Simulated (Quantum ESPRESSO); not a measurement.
# K3HO (Pm-3m): modes at Γ and the response to a field, part 5 of 6

Which modes does K3HO (Pm-3m) have at the zone centre?

Quantum ESPRESSO 7.5; DFT LDA, scalar-relativistic, plane waves, PseudoDojo norm-conserving pseudopotentials.

So far. Step 8 (The LO-TO splitting (1 0 0)): The field moves 3 modes; the highest of them now lies at 456 cm⁻¹, where the highest that moved away lay at 294. Step 16 (Linear response at Γ, conv_thr 1e-10 Ry): The highest optical mode without the LO-TO term lies at 294.1 cm⁻¹, and the lowest at 166.1i cm⁻¹; 49 response iterations. The relaxed cell has a = 4.997 Å (conventional setting).

The structure was built from a prototype and need not be the compound's stable phase.

## 17. Ground state, conv_thr 1e-12 Ry

Contents of scf.in:

```
&CONTROL
  calculation = 'scf'
  prefix      = 'x'
  outdir      = './tmp'
  pseudo_dir  = './pseudo'
  tprnfor     = .true.
  tstress     = .true.
/
&SYSTEM
  ibrav       = 1
  celldm(1)   = 9.44312502
  nat         = 5
  ntyp        = 3
  ecutwfc     = 72.0
  occupations = 'fixed'
  nbnd        = 19
/
&ELECTRONS
  conv_thr         = 1.0d-12
  mixing_beta      = 0.7
  electron_maxstep = 100
/
ATOMIC_SPECIES
 H       1.0080  H.upf
 O      15.9990  O.upf
 K      39.0983  K.upf
ATOMIC_POSITIONS crystal
 H      0.000000000   0.000000000   0.000000000
 O      0.500000000   0.500000000   0.500000000
 K      0.500000000   0.500000000   0.000000000
 K      0.500000000   0.000000000   0.500000000
 K      0.000000000   0.500000000   0.500000000
K_POINTS automatic
 4 4 4 0 0 0
```

On the command line:

```sh
OMP_NUM_THREADS=1 mpirun -n 4 pw.x -nk 4 -in scf.in > scf.out
```

The program printed:

```text
[banners, grids, parts of the stress and lines that vanish by symmetry left out]
[banner, memory and clock lines left out]
Program PWSCF v.7.5

[...]
kinetic-energy cutoff     =      72.0000  Ry
     charge density cutoff     =     288.0000  Ry
     scf convergence threshold =      1.0E-12
[...]
Exchange-correlation= SLA  PW   NOGX NOGC
                           (   1   4   0   0   0   0   0)
[...]
48 Sym. Ops., with inversion, found
[...]
number of k points=    10
[...]
End of self-consistent calculation
[...]
highest occupied, lowest unoccupied level (ev):     3.3666    4.8880
!    total energy              =    -213.77384049 Ry
[...]
convergence has been achieved in  18 iterations
[...]
atom    1 type  1   force =     0.00000000    0.00000000    0.00000000
     atom    2 type  2   force =     0.00000000    0.00000000    0.00000000
     atom    3 type  3   force =     0.00000000    0.00000000    0.00000000
     atom    4 type  3   force =     0.00000000    0.00000000    0.00000000
     atom    5 type  3   force =     0.00000000    0.00000000    0.00000000
     Total force =     0.000000     Total SCF correction =     0.000000
[...]
total   stress  (Ry/bohr**3)                   (kbar)     P=       -0.10
[...]
XML data file, charge density, pseudopotentials, collected wavefunctions
```

Wall time 18 s (4 MPI ranks of Arm Neoverse V1, shared host); 71 s of CPU time.

## 18. Zone-centre response, conv_thr 1e-12 Ry

It starts from a fresh copy of the ground state of step 17.

Contents of ph.in:

```
phonons
&INPUTPH
  prefix = 'x'
  outdir = './tmp'
  fildyn = 's.dyn'
  tr2_ph = 1.0d-18
  epsil  = .true.
/
0.000000000000 0.000000000000 0.000000000000
```

On the command line:

```sh
OMP_NUM_THREADS=1 mpirun -n 4 ph.x -nk 4 -in ph.in > ph.out
```

The program printed:

```text
[banners, grids, parts of the stress and lines that vanish by symmetry left out]
[banner, memory and clock lines left out]
Program PHONON v.7.5

[...]
Exchange-correlation= PW
                           (   1   4   0   0   0   0   0)
[...]
kinetic-energy cut-off    =      72.0000  Ry
     charge density cut-off    =     288.0000  Ry
     convergence threshold     =      1.0E-18
[...]
Exchange-correlation= PW
                           (   1   4   0   0   0   0   0)
[...]
q = (   0.0000000   0.0000000   0.0000000 )
     49 Sym.Ops. (with q -> -q+G )
     G cutoff =  650.5254  (  69599 G-vectors)     FFT grid: ( 54, 54, 54)
     number of k points=    10
[...]
Mode symmetry, O_h (m-3m)  point group:
[...]
Dielectric constant
[...]
End of electric fields calculation
          Dielectric constant in cartesian axis
          (       3.117162229       0.000000000       0.000000000 )
[...]
freq (    2) =      -4.980710 [THz] =    -166.138613 [cm-1]
     freq (    3) =      -4.980710 [THz] =    -166.138613 [cm-1]
     freq (    4) =      -1.029541 [THz] =     -34.341786 [cm-1]
     freq (    5) =      -1.029541 [THz] =     -34.341786 [cm-1]
     freq (    6) =      -1.029541 [THz] =     -34.341786 [cm-1]
     freq (    7) =      -0.086881 [THz] =      -2.898028 [cm-1]
     freq (    8) =      -0.086881 [THz] =      -2.898028 [cm-1]
     freq (    9) =      -0.086881 [THz] =      -2.898028 [cm-1]
     freq (   10) =       6.146717 [THz] =     205.032396 [cm-1]
     freq (   11) =       6.146717 [THz] =     205.032396 [cm-1]
     freq (   12) =       6.146717 [THz] =     205.032396 [cm-1]
     freq (   13) =       8.816657 [THz] =     294.092034 [cm-1]
     freq (   14) =       8.816657 [THz] =     294.092034 [cm-1]
     freq (   15) =       8.816657 [THz] =     294.092034 [cm-1]
[...]
Mode symmetry, O_h (m-3m)  point group:
     freq (   1-   3) =       -166.1  [cm-1]   --> T_1u G_15  G_4- I
     freq (   4-   6) =        -34.3  [cm-1]   --> T_2u G_25  G_5-
     freq (   7-   9) =         -2.9  [cm-1]   --> T_1u G_15  G_4- I
     freq (  10-  12) =        205.0  [cm-1]   --> T_1u G_15  G_4- I
     freq (  13-  15) =        294.1  [cm-1]   --> T_1u G_15  G_4- I
```

The job ended after 8.7 min (4 MPI ranks).

The highest optical mode without the LO-TO term lies at 294.1 cm⁻¹, +0.0 from the run before, and the lowest at 166.1i cm⁻¹; 49 response iterations.

## 19. Self-consistent run for the response, cutoff 25 Ry

Edit scf.in of step 17 so:

```diff
@@ -13,3 +13,3 @@
   ntyp        = 3
-  ecutwfc     = 72.0
+  ecutwfc     = 25.0
   occupations = 'fixed'
```

On the command line:

```sh
OMP_NUM_THREADS=1 mpirun -n 4 pw.x -nk 4 -in scf.in > scf.out
```

The program printed:

```text
[banners, grids, parts of the stress and lines that vanish by symmetry left out]
[banner, memory and clock lines left out]
Program PWSCF v.7.5

[...]
kinetic-energy cutoff     =      25.0000  Ry
     charge density cutoff     =     100.0000  Ry
     scf convergence threshold =      1.0E-12
[...]
Exchange-correlation= SLA  PW   NOGX NOGC
                           (   1   4   0   0   0   0   0)
[...]
48 Sym. Ops., with inversion, found
[...]
number of k points=    10
[...]
End of self-consistent calculation
[...]
highest occupied, lowest unoccupied level (ev):     3.4979    5.1834
!    total energy              =    -212.24101519 Ry
[...]
convergence has been achieved in  14 iterations
[...]
atom    1 type  1   force =     0.00000000    0.00000000    0.00000000
     atom    2 type  2   force =     0.00000000    0.00000000    0.00000000
     atom    3 type  3   force =     0.00000000    0.00000000    0.00000000
     atom    4 type  3   force =     0.00000000    0.00000000    0.00000000
     atom    5 type  3   force =     0.00000000    0.00000000    0.00000000
     Total force =     0.000000     Total SCF correction =     0.000000
[...]
total   stress  (Ry/bohr**3)                   (kbar)     P=     -462.29
[...]
XML data file, charge density, pseudopotentials, collected wavefunctions
```

It took 2.5 s on 4 MPI ranks.

## 20. Zone-centre response, cutoff 25 Ry

Energy, stress and frequencies converge at unlike rates, so the cutoff is scanned on the frequencies themselves.

It starts from a fresh copy of the ground state of step 19.

ph.in is that of step 18.

On the command line:

```sh
OMP_NUM_THREADS=1 mpirun -n 4 ph.x -nk 4 -in ph.in > ph.out
```

The program printed:

```text
[banners, grids, parts of the stress and lines that vanish by symmetry left out]
[banner, memory and clock lines left out]
Program PHONON v.7.5

[...]
Exchange-correlation= PW
                           (   1   4   0   0   0   0   0)
[...]
kinetic-energy cut-off    =      25.0000  Ry
     charge density cut-off    =     100.0000  Ry
     convergence threshold     =      1.0E-18
[...]
Exchange-correlation= PW
                           (   1   4   0   0   0   0   0)
[...]
q = (   0.0000000   0.0000000   0.0000000 )
     49 Sym.Ops. (with q -> -q+G )
     G cutoff =  225.8769  (  14147 G-vectors)     FFT grid: ( 32, 32, 32)
     number of k points=    10
[...]
Mode symmetry, O_h (m-3m)  point group:
[...]
Dielectric constant
[...]
End of electric fields calculation
          Dielectric constant in cartesian axis
          (       3.068536192       0.000000000       0.000000000 )
[...]
freq (    2) =      -4.692231 [THz] =    -156.515979 [cm-1]
     freq (    3) =      -4.692231 [THz] =    -156.515979 [cm-1]
     freq (    4) =      -1.623597 [THz] =     -54.157378 [cm-1]
     freq (    5) =      -1.623597 [THz] =     -54.157378 [cm-1]
     freq (    6) =      -1.623597 [THz] =     -54.157378 [cm-1]
     freq (    7) =       2.356047 [THz] =      78.589266 [cm-1]
     freq (    8) =       2.356047 [THz] =      78.589266 [cm-1]
     freq (    9) =       2.356047 [THz] =      78.589266 [cm-1]
     freq (   10) =       6.730019 [THz] =     224.489269 [cm-1]
     freq (   11) =       6.730019 [THz] =     224.489269 [cm-1]
     freq (   12) =       6.730019 [THz] =     224.489269 [cm-1]
     freq (   13) =      12.750950 [THz] =     425.325915 [cm-1]
     freq (   14) =      12.750950 [THz] =     425.325915 [cm-1]
     freq (   15) =      12.750950 [THz] =     425.325915 [cm-1]
[...]
Mode symmetry, O_h (m-3m)  point group:
     freq (   1-   3) =       -156.5  [cm-1]   --> T_1u G_15  G_4- I
     freq (   4-   6) =        -54.2  [cm-1]   --> T_2u G_25  G_5-
     freq (   7-   9) =         78.6  [cm-1]   --> T_1u G_15  G_4- I
     freq (  10-  12) =        224.5  [cm-1]   --> T_1u G_15  G_4- I
     freq (  13-  15) =        425.3  [cm-1]   --> T_1u G_15  G_4- I
```

The job ended after 58 s (4 MPI ranks).

## 21. Self-consistent run for the response, cutoff 36 Ry

Edit scf.in of step 19 so:

```diff
@@ -13,3 +13,3 @@
   ntyp        = 3
-  ecutwfc     = 25.0
+  ecutwfc     = 36.0
   occupations = 'fixed'
```

On the command line:

```sh
OMP_NUM_THREADS=1 mpirun -n 4 pw.x -nk 4 -in scf.in > scf.out
```

The program printed:

```text
[banners, grids, parts of the stress and lines that vanish by symmetry left out]
[banner, memory and clock lines left out]
Program PWSCF v.7.5

[...]
kinetic-energy cutoff     =      36.0000  Ry
     charge density cutoff     =     144.0000  Ry
     scf convergence threshold =      1.0E-12
[...]
Exchange-correlation= SLA  PW   NOGX NOGC
                           (   1   4   0   0   0   0   0)
[...]
48 Sym. Ops., with inversion, found
[...]
number of k points=    10
[...]
End of self-consistent calculation
[...]
highest occupied, lowest unoccupied level (ev):     3.4025    4.9453
!    total energy              =    -213.33890780 Ry
[...]
convergence has been achieved in  15 iterations
[...]
atom    1 type  1   force =     0.00000000    0.00000000    0.00000000
     atom    2 type  2   force =     0.00000000    0.00000000    0.00000000
     atom    3 type  3   force =     0.00000000    0.00000000    0.00000000
     atom    4 type  3   force =     0.00000000    0.00000000    0.00000000
     atom    5 type  3   force =     0.00000000    0.00000000    0.00000000
     Total force =     0.000000     Total SCF correction =     0.000000
[...]
total   stress  (Ry/bohr**3)                   (kbar)     P=     -220.52
[...]
XML data file, charge density, pseudopotentials, collected wavefunctions
```

Wall time 5.2 s (4 MPI ranks); 20 s of CPU time.

## 22. Linear response at Γ, cutoff 36 Ry

It starts from a fresh copy of the ground state of step 21.

ph.in is that of step 20.

On the command line:

```sh
OMP_NUM_THREADS=1 mpirun -n 4 ph.x -nk 4 -in ph.in > ph.out
```

The program printed:

```text
[banners, grids, parts of the stress and lines that vanish by symmetry left out]
[banner, memory and clock lines left out]
Program PHONON v.7.5

[...]
Exchange-correlation= PW
                           (   1   4   0   0   0   0   0)
[...]
kinetic-energy cut-off    =      36.0000  Ry
     charge density cut-off    =     144.0000  Ry
     convergence threshold     =      1.0E-18
[...]
Exchange-correlation= PW
                           (   1   4   0   0   0   0   0)
[...]
q = (   0.0000000   0.0000000   0.0000000 )
     49 Sym.Ops. (with q -> -q+G )
     G cutoff =  325.2627  (  24573 G-vectors)     FFT grid: ( 40, 40, 40)
     number of k points=    10
[...]
Mode symmetry, O_h (m-3m)  point group:
[...]
Dielectric constant
[...]
End of electric fields calculation
          Dielectric constant in cartesian axis
          (       3.127479268       0.000000000       0.000000000 )
[...]
freq (    2) =      -5.626581 [THz] =    -187.682540 [cm-1]
     freq (    3) =      -5.626581 [THz] =    -187.682540 [cm-1]
     freq (    4) =      -1.290639 [THz] =     -43.051090 [cm-1]
     freq (    5) =      -1.290639 [THz] =     -43.051090 [cm-1]
     freq (    6) =      -1.290639 [THz] =     -43.051090 [cm-1]
     freq (    7) =       0.682011 [THz] =      22.749427 [cm-1]
     freq (    8) =       0.682011 [THz] =      22.749427 [cm-1]
     freq (    9) =       0.682011 [THz] =      22.749427 [cm-1]
     freq (   10) =       5.772656 [THz] =     192.555064 [cm-1]
     freq (   11) =       5.772656 [THz] =     192.555064 [cm-1]
     freq (   12) =       5.772656 [THz] =     192.555064 [cm-1]
     freq (   13) =       7.829437 [THz] =     261.161922 [cm-1]
     freq (   14) =       7.829437 [THz] =     261.161922 [cm-1]
     freq (   15) =       7.829437 [THz] =     261.161922 [cm-1]
[...]
Mode symmetry, O_h (m-3m)  point group:
     freq (   1-   3) =       -187.7  [cm-1]   --> T_1u G_15  G_4- I
     freq (   4-   6) =        -43.1  [cm-1]   --> T_2u G_25  G_5-
     freq (   7-   9) =         22.7  [cm-1]   --> T_1u G_15  G_4- I
     freq (  10-  12) =        192.6  [cm-1]   --> T_1u G_15  G_4- I
     freq (  13-  15) =        261.2  [cm-1]   --> T_1u G_15  G_4- I
```

Run time: 2.5 min. Hardware: 4 MPI ranks; 9.9 min of CPU time.

## 23. Ground state, cutoff 47 Ry

Edit scf.in of step 21 so:

```diff
@@ -13,3 +13,3 @@
   ntyp        = 3
-  ecutwfc     = 36.0
+  ecutwfc     = 47.0
   occupations = 'fixed'
```

On the command line:

```sh
OMP_NUM_THREADS=1 mpirun -n 4 pw.x -nk 4 -in scf.in > scf.out
```

The program printed:

```text
[banners, grids, parts of the stress and lines that vanish by symmetry left out]
[banner, memory and clock lines left out]
Program PWSCF v.7.5

[...]
kinetic-energy cutoff     =      47.0000  Ry
     charge density cutoff     =     188.0000  Ry
     scf convergence threshold =      1.0E-12
[...]
Exchange-correlation= SLA  PW   NOGX NOGC
                           (   1   4   0   0   0   0   0)
[...]
48 Sym. Ops., with inversion, found
[...]
number of k points=    10
[...]
End of self-consistent calculation
[...]
highest occupied, lowest unoccupied level (ev):     3.3569    4.8973
!    total energy              =    -213.67704595 Ry
[...]
convergence has been achieved in  16 iterations
[...]
atom    1 type  1   force =     0.00000000    0.00000000    0.00000000
     atom    2 type  2   force =     0.00000000    0.00000000    0.00000000
     atom    3 type  3   force =     0.00000000    0.00000000    0.00000000
     atom    4 type  3   force =     0.00000000    0.00000000    0.00000000
     atom    5 type  3   force =     0.00000000    0.00000000    0.00000000
     Total force =     0.000000     Total SCF correction =     0.000000
[...]
total   stress  (Ry/bohr**3)                   (kbar)     P=      -78.12
[...]
XML data file, charge density, pseudopotentials, collected wavefunctions
```

It took 8.5 s on 4 MPI ranks.

## 24. Zone-centre response, cutoff 47 Ry

It starts from a fresh copy of the ground state of step 23.

ph.in is that of step 22.

On the command line:

```sh
OMP_NUM_THREADS=1 mpirun -n 4 ph.x -nk 4 -in ph.in > ph.out
```

The program printed:

```text
[banners, grids, parts of the stress and lines that vanish by symmetry left out]
[banner, memory and clock lines left out]
Program PHONON v.7.5

[...]
Exchange-correlation= PW
                           (   1   4   0   0   0   0   0)
[...]
kinetic-energy cut-off    =      47.0000  Ry
     charge density cut-off    =     188.0000  Ry
     convergence threshold     =      1.0E-18
[...]
Exchange-correlation= PW
                           (   1   4   0   0   0   0   0)
[...]
q = (   0.0000000   0.0000000   0.0000000 )
     49 Sym.Ops. (with q -> -q+G )
     G cutoff =  424.6485  (  36449 G-vectors)     FFT grid: ( 45, 45, 45)
     number of k points=    10
[...]
Mode symmetry, O_h (m-3m)  point group:
[...]
Dielectric constant
[...]
End of electric fields calculation
          Dielectric constant in cartesian axis
          (       3.118905883       0.000000000       0.000000000 )
          (       0.000000000       3.118905883       0.000000000 )
          (       0.000000000       0.000000000       3.118905883 )
          Effective charges (d Force / dE) in cartesian axis without acoustic sum rule applied (asr)
           atom    1  H     Mean Z*:       -1.08304
      Ex  (       -1.08304        0.00000        0.00000 )
      Ey  (        0.00000       -1.08304        0.00000 )
      Ez  (        0.00000        0.00000       -1.08304 )
           atom    2  O     Mean Z*:       -2.26876
      Ex  (       -2.26876        0.00000        0.00000 )
      Ey  (        0.00000       -2.26876        0.00000 )
      Ez  (        0.00000        0.00000       -2.26876 )
           atom    3  K     Mean Z*:        1.10527
      Ex  (        1.04534        0.00000        0.00000 )
      Ey  (        0.00000        1.04534        0.00000 )
      Ez  (        0.00000        0.00000        1.22511 )
           atom    4  K     Mean Z*:        1.10527
      Ex  (        1.04534        0.00000        0.00000 )
      Ey  (        0.00000        1.22511        0.00000 )
      Ez  (        0.00000        0.00000        1.04534 )
           atom    5  K     Mean Z*:        1.10527
      Ex  (        1.22511        0.00000        0.00000 )
      Ey  (        0.00000        1.04534        0.00000 )
      Ez  (        0.00000        0.00000        1.04534 )
          Effective charges Sum: Mean:       -0.03600
[...]
Effective charges (d Force / dE) in cartesian axis with asr applied:
           atom    1  H     Mean Z*:       -1.07584
[...]
atom    2  O     Mean Z*:       -2.26156
[...]
atom    3  K     Mean Z*:        1.11247
[...]
atom    4  K     Mean Z*:        1.11247
[...]
atom    5  K     Mean Z*:        1.11247
[...]
Representation #   1 modes #   1   2   3
[...]
End of self-consistent calculation
     Convergence has been achieved
     Representation #   2 modes #   4   5   6
[...]
End of self-consistent calculation
     Convergence has been achieved
     Representation #   3 modes #   7   8   9
[...]
End of self-consistent calculation
     Convergence has been achieved
     Representation #   4 modes #  10  11  12
[...]
End of self-consistent calculation
     Convergence has been achieved
     Representation #   5 modes #  13  14  15

     Self-consistent Calculation
```

It took 3.6 min on 4 MPI ranks.

The run was cut off at its time limit.

## 25. Ground state, cutoff 58 Ry

Edit scf.in of step 23 so:

```diff
@@ -13,3 +13,3 @@
   ntyp        = 3
-  ecutwfc     = 47.0
+  ecutwfc     = 58.0
   occupations = 'fixed'
```

On the command line:

```sh
OMP_NUM_THREADS=1 mpirun -n 4 pw.x -nk 4 -in scf.in > scf.out
```

The program printed:

```text
[banners, grids, parts of the stress and lines that vanish by symmetry left out]
[banner, memory and clock lines left out]
Program PWSCF v.7.5

[...]
kinetic-energy cutoff     =      58.0000  Ry
     charge density cutoff     =     232.0000  Ry
     scf convergence threshold =      1.0E-12
[...]
Exchange-correlation= SLA  PW   NOGX NOGC
                           (   1   4   0   0   0   0   0)
[...]
48 Sym. Ops., with inversion, found
[...]
number of k points=    10
[...]
End of self-consistent calculation
[...]
highest occupied, lowest unoccupied level (ev):     3.3624    4.8884
!    total energy              =    -213.75886775 Ry
[...]
convergence has been achieved in  19 iterations
[...]
atom    1 type  1   force =     0.00000000    0.00000000    0.00000000
     atom    2 type  2   force =     0.00000000    0.00000000    0.00000000
     atom    3 type  3   force =     0.00000000    0.00000000    0.00000000
     atom    4 type  3   force =     0.00000000    0.00000000    0.00000000
     atom    5 type  3   force =     0.00000000    0.00000000    0.00000000
     Total force =     0.000000     Total SCF correction =     0.000000
[...]
total   stress  (Ry/bohr**3)                   (kbar)     P=      -18.10
[...]
XML data file, charge density, pseudopotentials, collected wavefunctions
```

The job ended after 11 s (4 MPI ranks).

(Part 5 of 6 ends here.)

[Host names and launcher messages were left out of these logs when they were recorded.]

[Logs are printed without paths, hosts, clocks, repeated set-up lines and the standing remarks that a program may print on its own settings, such as how far it seeks lower states.]

[Hosts, paths, dates, database ids (printed as entryN), source tags and the programs' standing remarks are cut or masked in the printed files.]
